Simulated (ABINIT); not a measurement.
# LiHF2 (R-3m): a self-consistent loop beyond G0W0, cycle by cycle, part 3 of 5

Aim: iterate the self-energy on LiHF2 (R-3m) and follow the gap from cycle to cycle.

ABINIT 10.8.3; LDA and many-body steps on it, plane waves. Known limits of the many-body steps: not at the basis limit.

So far. Step 11 (QSGW, cycle 3): Against the cycle before, the gap moves by +0.188 eV.

## (13) Screening, 4×4×4 mesh, 22 bands, screening to 87.1 eV

This step: RPA screening on LDA from quasiparticle energies and orbitals, plane waves, norm-conserving pseudopotentials.

File run.abi:

```
acell 3*1.0 Angstrom
rprim 
  1.466983587415 0.846963369091 4.366688724100
  -1.466983587415 0.846963369091 4.366688724100
  0.000000000000 -1.693926738182 4.366688724100
ntypat 3
znucl 3 1 9
natom 4
typat 1 2 3 3
xred 
  0.000000000000 0.000000000000 0.000000000000
  0.500000000000 0.500000000000 0.500000000000
  0.413301880000 0.413301880000 0.413301880000
  0.586698120000 0.586698120000 0.586698120000
pp_dirpath "pseudos"
pseudos "Li.upf, H.upf, F.upf"
ecut 36
ngkpt 4 4 4
nshiftk 1
shiftk 0 0 0
kptopt 1
chksymbreak 0
istwfk *1
occopt 1
irdwfk 1
optdriver 3
nband 22
ecuteps 3.2
inclvkb 2
awtr 1
symchi 1
irdqps 1
gwcalctyp 28
nqptdm 12
qptdm 
  0.2500000000 0.0000000000 0.0000000000
  0.5000000000 0.0000000000 0.0000000000
  0.2500000000 0.2500000000 0.0000000000
  0.5000000000 0.2500000000 0.0000000000
  -0.2500000000 0.2500000000 0.0000000000
  0.5000000000 0.5000000000 0.0000000000
  0.2500000000 0.2500000000 0.2500000000
  0.5000000000 0.2500000000 0.2500000000
  -0.2500000000 0.2500000000 0.2500000000
  0.5000000000 0.5000000000 0.2500000000
  -0.2500000000 0.5000000000 0.2500000000
  0.5000000000 0.5000000000 0.5000000000
indata_prefix "in"
outdata_prefix "out"
tmpdata_prefix "tmp"
```

File mrgscr.stdin:

```
2
merged
q0_SCR
out_SCR
1
```

Run with:

```console
OMP_NUM_THREADS=1 mpirun -n 4 abinit run.abi > log; mrgscr < mrgscr.stdin
```

The log of the run:

```text
.Version 10.8.3 of ABINIT. v10.8.2 released Aug 2026.

 Symmetries : space group R-3 m (#166); Bravais hR (rhombohedral)
[... echo of the input left out ...]
== DATASET  1 ==================================================================
-   mpi_nproc: 4, omp_nthreads: 1 (-1 if OMP is not activated)

--- !DatasetInfo
iteration_state: {dtset: 1, }
dimensions: {natom: 4, nkpt: 13, mband: 22, nsppol: 1, nspinor: 1, nspden: 1, mpw: 2290, }
cutoff_energies: {ecut:  36.0, pawecutdg:  -1.0, }
[...]
q-point number  1        q = ( 0.250000, 0.000000, 0.000000) [r.l.u.]
--------------------------------------------------------------------------------
[... chi0 elements left out ...]
  Average fulfillment of the sum rule on Im[epsilon] for q-point    2 :     40.40  [%]

--------------------------------------------------------------------------------
  q-point number  2        q = ( 0.500000, 0.000000, 0.000000) [r.l.u.]
--------------------------------------------------------------------------------
[... chi0 elements left out ...]
  Average fulfillment of the sum rule on Im[epsilon] for q-point    3 :     30.98  [%]

 [... 10 further q-points ...]
```

Run time: 8.1 s. Hardware: 4 MPI ranks of Arm Neoverse V1, shared host; peak memory 0.62 GiB; 32 s of CPU time.

This step gave:

```
plasma frequency                    : 27.61 eV
plane waves in the screening matrix : 61
```

This screening reads the quasiparticle levels of the cycle before.

## (14) QSGW, cycle 4

This step: QSGW on LDA, plane waves, norm-conserving pseudopotentials.

Edit run.abi of step 13 so:

```diff
@@ -25,12 +25,10 @@
 irdwfk 1
-optdriver 3
+optdriver 4
 nband 22
-ecuteps 3.2
-inclvkb 2
-awtr 1
-symchi 1
-irdqps 1
 gwcalctyp 28
-nqptdm 12
-qptdm 
+ecutsigx 36
+symsigma 0
+nkptgw 13
+kptgw 
+  0.0000000000 0.0000000000 0.0000000000
   0.2500000000 0.0000000000 0.0000000000
@@ -47,2 +45,21 @@
   0.5000000000 0.5000000000 0.5000000000
+bdgw 
+  1 15
+  1 15
+  1 15
+  1 15
+  1 15
+  1 15
+  1 15
+  1 15
+  1 15
+  1 15
+  1 15
+  1 15
+  1 15
+ecuteps 3.2
+irdscr 1
+ppmodel 1
+irdqps 1
+rhoqpmix 0.3
 indata_prefix "in"
```

Run with:

```console
OMP_NUM_THREADS=1 mpirun -n 4 abinit run.abi > log
```

The log of the run:

```text
.Version 10.8.3 of ABINIT. v10.8.2 released Aug 2026.

 Symmetries : space group R-3 m (#166); Bravais hR (rhombohedral)
[... echo of the input left out ...]
== DATASET  1 ==================================================================
-   mpi_nproc: 4, omp_nthreads: 1 (-1 if OMP is not activated)

--- !DatasetInfo
iteration_state: {dtset: 1, }
dimensions: {natom: 4, nkpt: 13, mband: 22, nsppol: 1, nspinor: 1, nspden: 1, mpw: 2290, }
cutoff_energies: {ecut:  36.0, pawecutdg:  -1.0, }
[...]
.  kptgw no:  3; Maximum DeltaE = (   0.126   0.003) for band index:  3
[...]
.  kptgw no: 12; Maximum DeltaE = (   0.098  -0.000) for band index:  9
.  kptgw no: 13; Maximum DeltaE = (   0.102   0.000) for band index:  8

== END DATASET(S) ==============================================================
================================================================================

 -outvars: echo values of variables after computation  --------
           etotal      0.0000000000E+00
            nband          22
             nkpt          13
          spgroup         166
 [... the other variables as echoed above ...]

 Calculation completed.
```

Wall time 80 s (4 MPI ranks); peak memory 1.9 GiB; 5.3 min of CPU time.

This step gave:

| Property | Result |
| --- | --- |
| quasiparticle gap on the mesh | 15.36 eV |
| gap of the density functional on the mesh | 8.102 eV |
| k of the valence top | 0.5, 0.5, 0.5 |
| k of the conduction bottom | 0, 0, 0 |
| least direct quasiparticle gap on the computed points | 15.36 eV |

Against the cycle before, the gap moves by −0.074 eV.

## (15) Screening, 4×4×4 mesh, 22 bands, screening to 87.1 eV

This step: RPA screening on LDA, plane waves, norm-conserving pseudopotentials.

File run.abi:

```
acell 3*1.0 Angstrom
rprim 
  1.466983587415 0.846963369091 4.366688724100
  -1.466983587415 0.846963369091 4.366688724100
  0.000000000000 -1.693926738182 4.366688724100
ntypat 3
znucl 3 1 9
natom 4
typat 1 2 3 3
xred 
  0.000000000000 0.000000000000 0.000000000000
  0.500000000000 0.500000000000 0.500000000000
  0.413301880000 0.413301880000 0.413301880000
  0.586698120000 0.586698120000 0.586698120000
pp_dirpath "pseudos"
pseudos "Li.upf, H.upf, F.upf"
ecut 36
ngkpt 4 4 4
nshiftk 1
shiftk 0 0 0
kptopt 1
chksymbreak 0
istwfk *1
occopt 1
irdwfk 1
optdriver 3
nband 22
ecuteps 3.2
inclvkb 2
awtr 1
symchi 1
gwcalctyp 28
mbpt_sciss 7.537 eV
nqptdm 1
qptdm 
  0 0 0
indata_prefix "in"
outdata_prefix "out"
tmpdata_prefix "tmp"
```

The log of the run:

```text
.Version 10.8.3 of ABINIT. v10.8.2 released Aug 2026.

 Symmetries : space group R-3 m (#166); Bravais hR (rhombohedral)
[... echo of the input left out ...]
== DATASET  1 ==================================================================
-   mpi_nproc: 4, omp_nthreads: 1 (-1 if OMP is not activated)

--- !DatasetInfo
iteration_state: {dtset: 1, }
dimensions: {natom: 4, nkpt: 13, mband: 22, nsppol: 1, nspinor: 1, nspden: 1, mpw: 2290, }
cutoff_energies: {ecut:  36.0, pawecutdg:  -1.0, }
[...]
[... chi0 elements left out ...]
 For q-point:  0.000010 0.000020 0.000030
  dielectric constant =   1.5984
  dielectric constant without local fields =   1.6271

  Average fulfillment of the sum rule on Im[epsilon] for q-point    1 :     30.13  [%]
[... wings left out ...]
== END DATASET(S) ==============================================================
================================================================================

 -outvars: echo values of variables after computation  --------
           etotal      0.0000000000E+00
            nband          22
             nkpt          13
          spgroup         166
 [... the other variables as echoed above ...]

 Calculation completed.
```

Wall time 2.8 s (4 MPI ranks); peak memory 0.18 GiB; 11 s of CPU time.

This step gave:

- ε∞ with local fields, on this mesh, along the program's q direction: 1.598
- the same without local fields: 1.627
- plasma frequency: 27.61 eV
- plane waves in the screening matrix: 61

This screening uses the functional's bands under a rigid shift, the mean opening of the cycle before.

## (16) Screening, 4×4×4 mesh, 22 bands, screening to 87.1 eV

This step: RPA screening on LDA from quasiparticle energies and orbitals, plane waves, norm-conserving pseudopotentials.

Edit run.abi of step 15 so:

```diff
@@ -31,7 +31,18 @@
 symchi 1
+irdqps 1
 gwcalctyp 28
-mbpt_sciss 7.537 eV
-nqptdm 1
+nqptdm 12
 qptdm 
-  0 0 0
+  0.2500000000 0.0000000000 0.0000000000
+  0.5000000000 0.0000000000 0.0000000000
+  0.2500000000 0.2500000000 0.0000000000
+  0.5000000000 0.2500000000 0.0000000000
+  -0.2500000000 0.2500000000 0.0000000000
+  0.5000000000 0.5000000000 0.0000000000
+  0.2500000000 0.2500000000 0.2500000000
+  0.5000000000 0.2500000000 0.2500000000
+  -0.2500000000 0.2500000000 0.2500000000
+  0.5000000000 0.5000000000 0.2500000000
+  -0.2500000000 0.5000000000 0.2500000000
+  0.5000000000 0.5000000000 0.5000000000
 indata_prefix "in"
```

mrgscr.stdin is that of step 13.

Run with:

```console
OMP_NUM_THREADS=1 mpirun -n 4 abinit run.abi > log; mrgscr < mrgscr.stdin
```

The log of the run:

```text
.Version 10.8.3 of ABINIT. v10.8.2 released Aug 2026.

 Symmetries : space group R-3 m (#166); Bravais hR (rhombohedral)
[... echo of the input left out ...]
== DATASET  1 ==================================================================
-   mpi_nproc: 4, omp_nthreads: 1 (-1 if OMP is not activated)

--- !DatasetInfo
iteration_state: {dtset: 1, }
dimensions: {natom: 4, nkpt: 13, mband: 22, nsppol: 1, nspinor: 1, nspden: 1, mpw: 2290, }
cutoff_energies: {ecut:  36.0, pawecutdg:  -1.0, }
[...]
q-point number  1        q = ( 0.250000, 0.000000, 0.000000) [r.l.u.]
--------------------------------------------------------------------------------
[... chi0 elements left out ...]
  Average fulfillment of the sum rule on Im[epsilon] for q-point    2 :     40.52  [%]

--------------------------------------------------------------------------------
  q-point number  2        q = ( 0.500000, 0.000000, 0.000000) [r.l.u.]
--------------------------------------------------------------------------------
[... chi0 elements left out ...]
  Average fulfillment of the sum rule on Im[epsilon] for q-point    3 :     31.07  [%]

 [... 10 further q-points ...]
```

Wall time 8.1 s (4 MPI ranks); peak memory 0.62 GiB.

This step gave:

```yaml
plasma_frequency: 27.61 eV
plane_waves_in_the_screening_matrix: 61
```

This screening reads the quasiparticle levels of the cycle before.

## (17) QSGW, cycle 5

This step: QSGW on LDA, plane waves, norm-conserving pseudopotentials.

Edit run.abi of step 16 so:

```diff
@@ -25,12 +25,10 @@
 irdwfk 1
-optdriver 3
+optdriver 4
 nband 22
-ecuteps 3.2
-inclvkb 2
-awtr 1
-symchi 1
-irdqps 1
 gwcalctyp 28
-nqptdm 12
-qptdm 
+ecutsigx 36
+symsigma 0
+nkptgw 13
+kptgw 
+  0.0000000000 0.0000000000 0.0000000000
   0.2500000000 0.0000000000 0.0000000000
@@ -47,2 +45,21 @@
   0.5000000000 0.5000000000 0.5000000000
+bdgw 
+  1 15
+  1 15
+  1 15
+  1 15
+  1 15
+  1 15
+  1 15
+  1 15
+  1 15
+  1 15
+  1 15
+  1 15
+  1 15
+ecuteps 3.2
+irdscr 1
+ppmodel 1
+irdqps 1
+rhoqpmix 0.3
 indata_prefix "in"
```

Run with:

```console
OMP_NUM_THREADS=1 mpirun -n 4 abinit run.abi > log
```

The log of the run:

```text
.Version 10.8.3 of ABINIT. v10.8.2 released Aug 2026.

 Symmetries : space group R-3 m (#166); Bravais hR (rhombohedral)
[... echo of the input left out ...]
== DATASET  1 ==================================================================
-   mpi_nproc: 4, omp_nthreads: 1 (-1 if OMP is not activated)

--- !DatasetInfo
iteration_state: {dtset: 1, }
dimensions: {natom: 4, nkpt: 13, mband: 22, nsppol: 1, nspinor: 1, nspden: 1, mpw: 2290, }
cutoff_energies: {ecut:  36.0, pawecutdg:  -1.0, }
[...]
.  kptgw no:  3; Maximum DeltaE = (   0.139  -0.013) for band index:  2
[...]
.  kptgw no: 12; Maximum DeltaE = (   0.124  -0.013) for band index:  2
.  kptgw no: 13; Maximum DeltaE = (   0.137   0.022) for band index:  2

== END DATASET(S) ==============================================================
================================================================================

 -outvars: echo values of variables after computation  --------
           etotal      0.0000000000E+00
            nband          22
             nkpt          13
          spgroup         166
 [... the other variables as echoed above ...]

 Calculation completed.
```

The job ended after 80 s (4 MPI ranks; peak memory 1.9 GiB).

Numbers from this step:

```yaml
quasiparticle_gap_on_the_mesh: 15.25 eV
gap_of_the_density_functional_on_the_mesh: 8.102 eV
k_of_the_valence_top: 0, 0, 0
k_of_the_conduction_bottom: 0, 0, 0
least_direct_quasiparticle_gap_on_the_computed_points: 15.25 eV
```

Against the cycle before, the gap moves by −0.115 eV.

## (18) Screening, 4×4×4 mesh, 22 bands, screening to 87.1 eV

This step: RPA screening on LDA, plane waves, norm-conserving pseudopotentials.

File run.abi:

```
acell 3*1.0 Angstrom
rprim 
  1.466983587415 0.846963369091 4.366688724100
  -1.466983587415 0.846963369091 4.366688724100
  0.000000000000 -1.693926738182 4.366688724100
ntypat 3
znucl 3 1 9
natom 4
typat 1 2 3 3
xred 
  0.000000000000 0.000000000000 0.000000000000
  0.500000000000 0.500000000000 0.500000000000
  0.413301880000 0.413301880000 0.413301880000
  0.586698120000 0.586698120000 0.586698120000
pp_dirpath "pseudos"
pseudos "Li.upf, H.upf, F.upf"
ecut 36
ngkpt 4 4 4
nshiftk 1
shiftk 0 0 0
kptopt 1
chksymbreak 0
istwfk *1
occopt 1
irdwfk 1
optdriver 3
nband 22
ecuteps 3.2
inclvkb 2
awtr 1
symchi 1
gwcalctyp 28
mbpt_sciss 7.427 eV
nqptdm 1
qptdm 
  0 0 0
indata_prefix "in"
outdata_prefix "out"
tmpdata_prefix "tmp"
```

The log of the run:

```text
.Version 10.8.3 of ABINIT. v10.8.2 released Aug 2026.

 Symmetries : space group R-3 m (#166); Bravais hR (rhombohedral)
[... echo of the input left out ...]
== DATASET  1 ==================================================================
-   mpi_nproc: 4, omp_nthreads: 1 (-1 if OMP is not activated)

--- !DatasetInfo
iteration_state: {dtset: 1, }
dimensions: {natom: 4, nkpt: 13, mband: 22, nsppol: 1, nspinor: 1, nspden: 1, mpw: 2290, }
cutoff_energies: {ecut:  36.0, pawecutdg:  -1.0, }
[...]
[... chi0 elements left out ...]
 For q-point:  0.000010 0.000020 0.000030
  dielectric constant =   1.6010
  dielectric constant without local fields =   1.6299

  Average fulfillment of the sum rule on Im[epsilon] for q-point    1 :     30.03  [%]
[... wings left out ...]
== END DATASET(S) ==============================================================
================================================================================

 -outvars: echo values of variables after computation  --------
           etotal      0.0000000000E+00
            nband          22
             nkpt          13
          spgroup         166
 [... the other variables as echoed above ...]

 Calculation completed.
```

Elapsed: 2.8 s, on 4 MPI ranks; peak memory 0.18 GiB; 11 s of CPU time.

Numbers from this step:

```
ε∞ with local fields, on this mesh, along the program's q direction : 1.601
the same without local fields                                       : 1.630
plasma frequency                                                    : 27.61 eV
plane waves in the screening matrix                                 : 61
```

This screening uses the functional's bands under a rigid shift, the mean opening of the cycle before.

## (19) Screening, 4×4×4 mesh, 22 bands, screening to 87.1 eV

This step: RPA screening on LDA from quasiparticle energies and orbitals, plane waves, norm-conserving pseudopotentials.

Edit run.abi of step 18 so:

```diff
@@ -31,7 +31,18 @@
 symchi 1
+irdqps 1
 gwcalctyp 28
-mbpt_sciss 7.427 eV
-nqptdm 1
+nqptdm 12
 qptdm 
-  0 0 0
+  0.2500000000 0.0000000000 0.0000000000
+  0.5000000000 0.0000000000 0.0000000000
+  0.2500000000 0.2500000000 0.0000000000
+  0.5000000000 0.2500000000 0.0000000000
+  -0.2500000000 0.2500000000 0.0000000000
+  0.5000000000 0.5000000000 0.0000000000
+  0.2500000000 0.2500000000 0.2500000000
+  0.5000000000 0.2500000000 0.2500000000
+  -0.2500000000 0.2500000000 0.2500000000
+  0.5000000000 0.5000000000 0.2500000000
+  -0.2500000000 0.5000000000 0.2500000000
+  0.5000000000 0.5000000000 0.5000000000
 indata_prefix "in"
```

mrgscr.stdin is that of step 16.

Run with:

```console
OMP_NUM_THREADS=1 mpirun -n 4 abinit run.abi > log; mrgscr < mrgscr.stdin
```

The log of the run:

```text
.Version 10.8.3 of ABINIT. v10.8.2 released Aug 2026.

 Symmetries : space group R-3 m (#166); Bravais hR (rhombohedral)
[... echo of the input left out ...]
== DATASET  1 ==================================================================
-   mpi_nproc: 4, omp_nthreads: 1 (-1 if OMP is not activated)

--- !DatasetInfo
iteration_state: {dtset: 1, }
dimensions: {natom: 4, nkpt: 13, mband: 22, nsppol: 1, nspinor: 1, nspden: 1, mpw: 2290, }
cutoff_energies: {ecut:  36.0, pawecutdg:  -1.0, }
[...]
q-point number  1        q = ( 0.250000, 0.000000, 0.000000) [r.l.u.]
--------------------------------------------------------------------------------
[... chi0 elements left out ...]
  Average fulfillment of the sum rule on Im[epsilon] for q-point    2 :     40.65  [%]

--------------------------------------------------------------------------------
  q-point number  2        q = ( 0.500000, 0.000000, 0.000000) [r.l.u.]
--------------------------------------------------------------------------------
[... chi0 elements left out ...]
  Average fulfillment of the sum rule on Im[epsilon] for q-point    3 :     31.15  [%]

 [... 10 further q-points ...]
```

The job ended after 8.2 s (4 MPI ranks; peak memory 0.62 GiB).

This step gave:

| Property | Result |
| --- | --- |
| plasma frequency | 27.61 eV |
| plane waves in the screening matrix | 61 |

This screening reads the quasiparticle levels of the cycle before.

## (20) QSGW, cycle 6

This step: QSGW on LDA, plane waves, norm-conserving pseudopotentials.

Edit run.abi of step 19 so:

```diff
@@ -25,12 +25,10 @@
 irdwfk 1
-optdriver 3
+optdriver 4
 nband 22
-ecuteps 3.2
-inclvkb 2
-awtr 1
-symchi 1
-irdqps 1
 gwcalctyp 28
-nqptdm 12
-qptdm 
+ecutsigx 36
+symsigma 0
+nkptgw 13
+kptgw 
+  0.0000000000 0.0000000000 0.0000000000
   0.2500000000 0.0000000000 0.0000000000
@@ -47,2 +45,21 @@
   0.5000000000 0.5000000000 0.5000000000
+bdgw 
+  1 15
+  1 15
+  1 15
+  1 15
+  1 15
+  1 15
+  1 15
+  1 15
+  1 15
+  1 15
+  1 15
+  1 15
+  1 15
+ecuteps 3.2
+irdscr 1
+ppmodel 1
+irdqps 1
+rhoqpmix 0.3
 indata_prefix "in"
```

Run with:

```console
OMP_NUM_THREADS=1 mpirun -n 4 abinit run.abi > log
```

The log of the run:

```text
.Version 10.8.3 of ABINIT. v10.8.2 released Aug 2026.

 Symmetries : space group R-3 m (#166); Bravais hR (rhombohedral)
[... echo of the input left out ...]
== DATASET  1 ==================================================================
-   mpi_nproc: 4, omp_nthreads: 1 (-1 if OMP is not activated)

--- !DatasetInfo
iteration_state: {dtset: 1, }
dimensions: {natom: 4, nkpt: 13, mband: 22, nsppol: 1, nspinor: 1, nspden: 1, mpw: 2290, }
cutoff_energies: {ecut:  36.0, pawecutdg:  -1.0, }
[...]
.  kptgw no:  3; Maximum DeltaE = (   0.106  -0.020) for band index:  2
[...]
.  kptgw no: 12; Maximum DeltaE = (   0.103  -0.018) for band index:  2
.  kptgw no: 13; Maximum DeltaE = (   0.087  -0.015) for band index:  3

== END DATASET(S) ==============================================================
================================================================================

 -outvars: echo values of variables after computation  --------
           etotal      0.0000000000E+00
            nband          22
             nkpt          13
          spgroup         166
 [... the other variables as echoed above ...]

 Calculation completed.
```

The job ended after 81 s (4 MPI ranks; peak memory 1.9 GiB; 5.4 min of CPU time).

This step gave:

```yaml
quasiparticle_gap_on_the_mesh: 15.16 eV
gap_of_the_density_functional_on_the_mesh: 8.102 eV
k_of_the_valence_top: 0, 0, 0
k_of_the_conduction_bottom: 0, 0, 0
least_direct_quasiparticle_gap_on_the_computed_points: 15.16 eV
```

Against the cycle before, the gap moves by −0.089 eV.

(Continued in part 4 of 5.)

[Paths, hosts, dates, memory and timing lines, banners, echoed tables and standing remarks are left out of the program output.]

[Logs are printed without paths, hosts, clocks, repeated set-up lines and the standing remarks that a program may print on its own settings, such as how far it seeks lower states.]

[Runs of the session that timed out or met a known fault of the program may be left out.]

[Hosts, paths, dates, database ids (printed as entryN), source tags and the programs' standing remarks are cut or masked in the printed files.]

[G0W0 gaps are taken among the corrected bands and points alone; a level outside them can change the order at an edge.]

[Where Ansatz stands beside ABINIT at settings called matched, ABINIT's density can come from a denser mesh and the files from another edition; pairs whose starting gaps differed by over 0.03 eV were left out, so agreement reads better than it is.]
